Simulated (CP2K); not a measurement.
The C K edge of silylacetonitrile was computed by TDDFT (CP2K XAS_TDP, aug-pc-1, TDA) at these levels: PBE0, PBEh(45%) and PBEh(45%) + GW2X. The first three lines of C2 (bonded to C and N) with a strength over 0.0015, energy in eV and strength:

| run | first | second | third |
| --- | --- | --- | --- |
| 1 | 288.78 (0.057) | 288.88 (0.057) | 292.55 (0.002) |
| 2 | 282.36 (0.058) | 282.45 (0.059) | 286.12 (0.002) |
| 3 | 277.04 (0.045) | 277.10 (0.043) | 279.17 (0.002) |

Which run is which?

Run 1: PBEh(45%) + GW2X (45 % exact exchange). Run 2: PBEh(45%) (45 % exact exchange). Run 3: PBE0 (25 % exact exchange). Self-interaction lifts the core level, so the uncorrected lines rise with the share of exact exchange. The GW2X run keeps the spacings of its parent: 0.10 eV between the first two lines in run 1, 0.09 eV in run 2. Its shift is +6.42 eV, since the Kohn–Sham level at this share of exchange lies that far above the quasiparticle level.

[Hosts, paths, dates, database ids (printed as entryN), source tags and the programs' standing remarks are cut or masked in the printed files.]
